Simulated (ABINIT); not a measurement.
**LiHF2 (R-3m): G0W0 with ABINIT, start to end**

Aim: the G0W0 gap of LiHF2 (R-3m) on LDA, step by step.

Main program and level: ABINIT 10.8.3; LDA and many-body steps on it, plane waves.

This is a report of a sequence of runs, with most program output left out.

**1. Set-up**

Symmetry: R-3m, No. 166, trigonal system. Conventional cell: a = 2.934 Å, b = 2.934 Å, c = 13.100 Å, α = 90.00°, β = 90.00°, γ = 120.00°. Nearest to Li lie 6 F at 1.99 Å. H has 2 F at 1.14 Å nearest. Nearest to F lie 1 H at 1.14 Å and 3 Li at 1.99 Å. Farther neighbours and most contacts between anions are not listed.

Coordinates:

```cif
data_structure
_symmetry_space_group_name_H-M 'R-3m:H'
_symmetry_Int_Tables_number 166
_cell_length_a 2.9340
_cell_length_b 2.9340
_cell_length_c 13.1001
_cell_angle_alpha 90.000
_cell_angle_beta 90.000
_cell_angle_gamma 120.000
_cell_volume 97.66
loop_
_atom_site_label
_atom_site_type_symbol
_atom_site_symmetry_multiplicity
_atom_site_Wyckoff_symbol
_atom_site_fract_x
_atom_site_fract_y
_atom_site_fract_z
_atom_site_occupancy
Li1 Li 3 a 0.00000 0.00000 0.00000 1
H1 H 3 b 0.66667 0.33333 0.83333 1
F1 F 6 c 0.66667 0.33333 0.74664 1
```

The cell and positions are those that the Materials Project relaxed with its own functionals (PBE, PBE+U or r2SCAN), kept fixed.

**2. Ground state**

This step: ABINIT 10.8.3; DFT, LDA, plane waves, norm-conserving pseudopotentials.

The ground-state density comes first.

run.abi reads:

```
acell 3*1.0 Angstrom
rprim 
  1.466983587415 0.846963369091 4.366688724100
  -1.466983587415 0.846963369091 4.366688724100
  0.000000000000 -1.693926738182 4.366688724100
ntypat 3
znucl 3 1 9
natom 4
typat 1 2 3 3
xred 
  0.000000000000 0.000000000000 0.000000000000
  0.500000000000 0.500000000000 0.500000000000
  0.413301880000 0.413301880000 0.413301880000
  0.586698120000 0.586698120000 0.586698120000
pp_dirpath "pseudos"
pseudos "Li.upf, H.upf, F.upf"
ecut 36
ngkpt 8 8 8
nshiftk 1
shiftk 0 0 0
kptopt 1
chksymbreak 0
nband 15
occopt 1
tolvrs 1e-10
nstep 60
prtwf 0
optforces 0
optstress 0
indata_prefix "in"
outdata_prefix "out"
tmpdata_prefix "tmp"
```

On the command line:

```bash
$ OMP_NUM_THREADS=1 mpirun -n 4 abinit run.abi > log
```

Wall time 30 s (4 MPI ranks of Arm Neoverse V1, shared host); peak memory 0.36 GiB.

Numbers from this step:

* total energy: -1551.7165 eV
* gap: 8.102 eV
* k of the valence top: 0.5, 0.5, 0.5
* k of the conduction bottom: 0, 0, 0
* least direct gap: 8.305 eV

The gap is indirect, with the least direct gap 0.20 eV higher.

**3. Bands along the symmetry lines**

Levels along a band path, at the cheap level, show where the edges lie and whether the meshes to come will hold them.

run.abi reads:

```
acell 3*1.0 Angstrom
rprim 
  1.466983587415 0.846963369091 4.366688724100
  -1.466983587415 0.846963369091 4.366688724100
  0.000000000000 -1.693926738182 4.366688724100
ntypat 3
znucl 3 1 9
natom 4
typat 1 2 3 3
xred 
  0.000000000000 0.000000000000 0.000000000000
  0.500000000000 0.500000000000 0.500000000000
  0.413301880000 0.413301880000 0.413301880000
  0.586698120000 0.586698120000 0.586698120000
pp_dirpath "pseudos"
pseudos "Li.upf, H.upf, F.upf"
ecut 36
iscf -2
irdden 1
kptopt 0
nkpt 59
kpt 
  0.00000000 0.00000000 0.00000000
  0.06250000 0.06250000 0.06250000
  0.12500000 0.12500000 0.12500000
  0.18750000 0.18750000 0.18750000
  0.25000000 0.25000000 0.25000000
  0.31250000 0.31250000 0.31250000
  0.37500000 0.37500000 0.37500000
  0.43750000 0.43750000 0.43750000
  0.50000000 0.50000000 0.50000000
  0.53853162 0.46146838 0.50000000
  0.57706325 0.42293675 0.50000000
  0.61559487 0.38440513 0.50000000
  0.65412649 0.34587351 0.50000000
  0.69265812 0.30734188 0.50000000
  0.73118974 0.26881026 0.50000000
  0.76972137 0.23027863 0.50000000
  0.80825299 0.19174701 0.50000000
  0.50000000 -0.19174701 0.19174701
  0.50000000 -0.16777863 0.16777863
  0.50000000 -0.14381026 0.14381026
  0.50000000 -0.11984188 0.11984188
  0.50000000 -0.09587350 0.09587350
  0.50000000 -0.07190513 0.07190513
  0.50000000 -0.04793675 0.04793675
  0.50000000 -0.02396838 0.02396838
  0.50000000 0.00000000 0.00000000
  0.43750000 0.00000000 0.00000000
  0.37500000 0.00000000 0.00000000
  0.31250000 0.00000000 0.00000000
  0.25000000 0.00000000 0.00000000
  0.18750000 0.00000000 0.00000000
  0.12500000 0.00000000 0.00000000
  0.06250000 0.00000000 0.00000000
  0.00000000 0.00000000 0.00000000
  0.04323419 -0.04323419 0.00000000
  0.08646838 -0.08646838 0.00000000
  0.12970257 -0.12970257 0.00000000
  0.17293675 -0.17293675 0.00000000
  0.21617094 -0.21617094 0.00000000
  0.25940513 -0.25940513 0.00000000
  0.30263932 -0.30263932 0.00000000
  0.34587351 -0.34587351 0.00000000
  0.65412649 0.00000000 0.34587351
  0.63486068 0.00000000 0.36513932
  0.61559487 0.00000000 0.38440513
  0.59632906 0.00000000 0.40367094
  0.57706324 0.00000000 0.42293675
  0.55779743 0.00000000 0.44220257
  0.53853162 0.00000000 0.46146838
  0.51926581 0.00000000 0.48073419
  0.50000000 0.00000000 0.50000000
  0.43750000 0.00000000 0.43750000
  0.37500000 0.00000000 0.37500000
  0.31250000 0.00000000 0.31250000
  0.25000000 0.00000000 0.25000000
  0.18750000 0.00000000 0.18750000
  0.12500000 0.00000000 0.12500000
  0.06250000 0.00000000 0.06250000
  0.00000000 0.00000000 0.00000000
istwfk *1
nband 16
nbdbuf 2
tolwfr 1e-08
nstep 40
prtwf 0
prtvol 0
indata_prefix "in"
outdata_prefix "out"
tmpdata_prefix "tmp"
```

Wall time 12 s (4 MPI ranks); peak memory 0.3 GiB.

Numbers from this step:

```yaml
gap: 8.102 eV
k_of_the_valence_top: 0.5, 0.5, 0.5
k_of_the_conduction_bottom: 0, 0, 0
least_direct_gap: 8.305 eV
```

The gap is 8.102 eV, as in the run before at this level.

The electronic bands at the labelled points (eV, zero at the top of the highest filled band):

| point | band 6 | band 7 | band 8 | band 9 | band 10 | band 11 | band 12 | band 13 |
| --- | --- | --- | --- | --- | --- | --- | --- | --- |
| Γ | -0.41 | -0.33 | -0.20 | -0.20 | 8.10 | 12.80 | 16.82 | 18.58 |
| halfway | -0.52 | -0.52 | -0.08 | -0.08 | 8.58 | 12.35 | 16.61 | 19.70 |
| T | -0.60 | -0.60 | 0.00 | 0.00 | 8.98 | 12.25 | 15.88 | 19.54 |
| halfway | -1.66 | -1.02 | -0.53 | -0.22 | 10.75 | 13.34 | 16.13 | 17.47 |
| H2 | -1.92 | -1.59 | -0.93 | -0.58 | 13.84 | 14.28 | 14.57 | 15.48 |
| jump to H0 | -1.92 | -1.59 | -0.93 | -0.58 | 13.84 | 14.28 | 14.57 | 15.48 |
| halfway | -1.38 | -1.19 | -1.13 | -0.48 | 12.46 | 13.88 | 15.64 | 16.64 |
| L | -1.54 | -0.77 | -0.63 | -0.58 | 11.57 | 13.58 | 16.14 | 17.89 |
| halfway | -0.93 | -0.60 | -0.41 | -0.40 | 9.68 | 14.47 | 15.90 | 17.83 |
| Γ | -0.41 | -0.33 | -0.20 | -0.20 | 8.10 | 12.80 | 16.82 | 18.58 |
| halfway | -1.42 | -0.73 | -0.54 | -0.35 | 10.29 | 15.21 | 15.56 | 17.10 |
| S0 | -1.85 | -1.28 | -1.26 | -0.52 | 14.04 | 14.09 | 14.64 | 15.37 |
| jump to S2 | -1.85 | -1.28 | -1.26 | -0.52 | 14.04 | 14.09 | 14.64 | 15.37 |
| halfway | -1.52 | -1.42 | -1.14 | -0.33 | 13.62 | 14.25 | 14.37 | 15.60 |
| F | -1.60 | -1.20 | -1.13 | -0.15 | 13.45 | 13.97 | 14.07 | 16.27 |
| halfway | -1.14 | -0.87 | -0.58 | -0.12 | 10.05 | 13.84 | 16.56 | 17.98 |
| Γ | -0.41 | -0.33 | -0.20 | -0.20 | 8.10 | 12.80 | 16.82 | 18.58 |

**4. Empty states on the mesh, 4×4×4 mesh, 26 bands**

The sums over transitions need many empty states on a uniform mesh; this step solves for them.

run.abi reads:

```
acell 3*1.0 Angstrom
rprim 
  1.466983587415 0.846963369091 4.366688724100
  -1.466983587415 0.846963369091 4.366688724100
  0.000000000000 -1.693926738182 4.366688724100
ntypat 3
znucl 3 1 9
natom 4
typat 1 2 3 3
xred 
  0.000000000000 0.000000000000 0.000000000000
  0.500000000000 0.500000000000 0.500000000000
  0.413301880000 0.413301880000 0.413301880000
  0.586698120000 0.586698120000 0.586698120000
pp_dirpath "pseudos"
pseudos "Li.upf, H.upf, F.upf"
ecut 36
ngkpt 4 4 4
nshiftk 1
shiftk 0 0 0
kptopt 1
chksymbreak 0
iscf -2
irdden 1
istwfk *1
nband 26
nbdbuf 4
tolwfr 1e-09
nstep 60
prtvol 0
indata_prefix "in"
outdata_prefix "out"
tmpdata_prefix "tmp"
```

Wall time 6.1 s (4 MPI ranks); peak memory 0.27 GiB; 24 s of CPU time.

Numbers from this step:

* gap: 8.102 eV
* k of the valence top: 0.5, 0.5, 0.5
* k of the conduction bottom: 0, 0, 0
* least direct gap: 8.305 eV
* k points computed: 13
* lowest point of the top converged band, above the valence top: 28.29 eV

On this mesh the gap is 8.102 eV.

**5. Screening, 4×4×4 mesh, 22 bands, screening to 87.1 eV**

The RPA dielectric matrix is built and inverted for each q.

This step: RPA screening on LDA, plane waves, norm-conserving pseudopotentials.

Changes to run.abi since step 4:

```diff
@@ -22,10 +22,11 @@
 chksymbreak 0
-iscf -2
-irdden 1
 istwfk *1
-nband 26
-nbdbuf 4
-tolwfr 1e-09
-nstep 60
-prtvol 0
+occopt 1
+irdwfk 1
+optdriver 3
+nband 22
+ecuteps 3.2
+inclvkb 2
+awtr 1
+symchi 1
 indata_prefix "in"
```

Wall time 8.6 s (4 MPI ranks); peak memory 0.64 GiB; 34 s of CPU time.

This step gave:

* ε∞ with local fields, on this mesh, along the program's q direction: 1.866
* the same without local fields: 1.920
* plasma frequency: 27.61 eV
* plane waves in the screening matrix: 61

Local fields lower ε∞ by 3 %.

**6. Self-energy, 4×4×4 mesh, 22 bands, screening to 87.1 eV**

The self-energy is evaluated for the states that the input lists, and the levels follow from it, in one-shot runs by the linearised quasiparticle equation.

This step: G0W0 on LDA, plane waves, norm-conserving pseudopotentials.

Changes to run.abi since step 5:

```diff
@@ -25,8 +25,17 @@
 irdwfk 1
-optdriver 3
+optdriver 4
 nband 22
+gwcalctyp 0
+ecutsigx 36
+symsigma 1
+nkptgw 2
+kptgw 
+  0.5000000000 0.5000000000 0.5000000000
+  0.0000000000 0.0000000000 0.0000000000
+bdgw 
+  8 11
+  8 11
 ecuteps 3.2
-inclvkb 2
-awtr 1
-symchi 1
+irdscr 1
+ppmodel 1
 indata_prefix "in"
```

Elapsed: 3.1 s, on 4 MPI ranks; peak memory 0.31 GiB; 12 s of CPU time.

This step gave:

```yaml
g0w0_gap_on_the_points_computed: 13.27 eV
starting_gap_on_the_mesh: 8.102 eV
k_of_the_valence_top: 0.5, 0.5, 0.5
k_of_the_conduction_bottom: 0, 0, 0
z_at_the_valence_top: 0.832
z_at_the_conduction_bottom: 0.902
least_direct_g0w0_gap_on_the_computed_points: 13.51 eV
```

The gap on the mesh goes from 8.10 eV to 13.27 eV, a correction of +5.16 eV.

Limits: finite bands, cutoff and mesh. v1 is the top filled band, c1 the lowest empty one. Levels before and after the correction, in eV, zero at the valence-band top of each column:

|  | conduction bottom | valence top |
| --- | --- | --- |
| Kohn-Sham | 8.10 | 0.00 |
| G0W0 | 13.27 | 0.00 |

|  | level | energy (eV) |
| --- | --- | --- |
| Kohn-Sham | (0.5 0.5 0.5) v2-v1 | 0.000 |
| Kohn-Sham | (0.5 0.5 0.5) c1 | 8.980 |
| Kohn-Sham | (0.5 0.5 0.5) c2 | 12.245 |
| Kohn-Sham | Γ v2-v1 | -0.203 |
| Kohn-Sham | Γ c1 | 8.102 |
| Kohn-Sham | Γ c2 | 12.802 |
| G0W0 | (0.5 0.5 0.5) v2-v1 | 0.000 |
| G0W0 | (0.5 0.5 0.5) c1 | 14.278 |
| G0W0 | (0.5 0.5 0.5) c2 | 17.894 |
| G0W0 | Γ v2-v1 | -0.239 |
| G0W0 | Γ c1 | 13.267 |
| G0W0 | Γ c2 | 18.508 |

**7. Where the time went**

Times are wall times on 4 MPI ranks of Arm Neoverse V1, shared host, good to a factor of about two.

| step | time | share | memory (GiB) |
| --- | --- | --- | --- |
| ground state | 30 s | 50 % | 0.36 |
| bands along the symmetry lines | 12 s | 20 % | 0.3 |
| empty states on the mesh | 6.1 s | 10 % | 0.27 |
| screening | 8.6 s | 14 % | 0.64 |
| self-energy | 3.1 s | 5 % | 0.31 |

**8. What came out**

| Property | Result |
| --- | --- |
| LDA gap | 8.10 eV, indirect |
| G0W0 gap on the mesh | 13.27 eV |
| GW settings | 4×4×4 mesh, 22 bands, screening to 87.1 eV, Godby-Needs plasmon pole |
| known limits | not at the basis limit |

**Reading.** G0W0 moves the gap on the mesh from 8.10 eV to 13.27 eV (+5.16 eV), with Z of 0.83 and 0.90 at the edges. Local fields lower the RPA ε∞ on this mesh from 1.92 to 1.87. Only 2 of the mesh's irreducible points were corrected, so a valley elsewhere could overtake. The dearest step here is «ground state». Bands and cutoff are finite, so the gap is not at the basis limit. The miss can reach some tenths of an eV and take either sign; the mesh is an error of its own. In the G0W0 run levels were corrected at 2 k points alone, so a gap called «on the mesh» is the least over those, and an edge elsewhere would be missed.

[Paths, hosts, dates, memory and timing lines, banners, echoed tables and standing remarks are left out of the program output.]

[Logs are printed without paths, hosts, clocks, repeated set-up lines and the standing remarks that a program may print on its own settings, such as how far it seeks lower states.]

[Runs of the session that timed out or met a known fault of the program may be left out.]

[Hosts, paths, dates, database ids (printed as entryN), source tags and the programs' standing remarks are cut or masked in the printed files.]

[G0W0 gaps are taken among the corrected bands and points alone; a level outside them can change the order at an edge.]

[Where Ansatz stands beside ABINIT at settings called matched, ABINIT's density can come from a denser mesh and the files from another edition; pairs whose starting gaps differed by over 0.03 eV were left out, so agreement reads better than it is.]
